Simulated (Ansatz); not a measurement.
## Work function of W(100): what the settings cost and change: cost of one run

Ansatz 0.2.0; plane-wave DFT, RPBE, Ansatz PAW. The cell holds 7 atoms.

Contents of input.yaml:

```yaml
crystal:
  lattice:
    - [3.16, 0.0, 0.0]
    - [0.0, 3.16, 0.0]
    - [0.0, 0.0, 27.48]
  atoms:
    - { symbol: W, position: [0.0, 0.0, 0.327510917] }
    - { symbol: W, position: [0.5, 0.5, 0.385007278] }
    - { symbol: W, position: [0.0, 0.0, 0.442503639] }
    - { symbol: W, position: [0.5, 0.5, 0.5] }
    - { symbol: W, position: [0.0, 0.0, 0.557496361] }
    - { symbol: W, position: [0.5, 0.5, 0.614992722] }
    - { symbol: W, position: [0.0, 0.0, 0.672489083] }
kpoints:
  mp_grid: { grid: [13, 13, 1] }
hamiltonian:
  xc: rpbe
scf:
  occupations: { method: fermi_dirac, width: 0.1 }
  convergence: { dr2_threshold: 1.0e-09 }
efield:
  axis: 3
  dipole_correction: true
  ramp_position: 0.97
  ramp_width: 0.06
output:
  write_potential: true
  write_density: true
  volumetric_format: npy
```

Started as:

```sh
$ ansatz run input.yaml --threads 2 --pin off --max-ram 3072MiB --backend cpu --events-out ev --progress --plain --runs-dir out
```

For reference, a run of the same kind (7 atoms, 28 k-points, 118 bands, 5,379 plane waves and two-component spinors; 13 SCF cycles) took 9.4 min and 2.6 GiB on the same hardware.

**Question.** How long does this run take on 2 threads of Arm Neoverse N1, shared host, and how much memory does it need?

At two electrons a band, the 98 electrons need 49 bands, and 10 more are carried. The run has 28 k-points, 59 bands and 5,379 plane waves. Taking the work of a cycle as k-points × spins × bands × plane waves, that is 0.25 times the reference, or 2.3 min at the reference's 13 cycles. The run needed 11 SCF cycles, which makes it about 2 min. One copy of the wavefunctions takes 0.13 GiB at 16 bytes a coefficient, against 0.53 GiB in the reference; grids, projectors and work arrays come on top. Measured: about 92 s, with a peak of 0.75 GiB. The run was quicker than this simple count says.

[Logs are printed without paths, hosts, clocks, repeated set-up lines and the standing remarks that a program may print on its own settings, such as how far it seeks lower states.]

[Hosts, paths, dates, database ids (printed as entryN), source tags and the programs' standing remarks are cut or masked in the printed files.]

[Maps of the electrostatic potential energy from Ansatz leave out the sawtooth potential of an applied field or a dipole correction, so their vacuum need not be flat; planar profiles and work functions include it.]
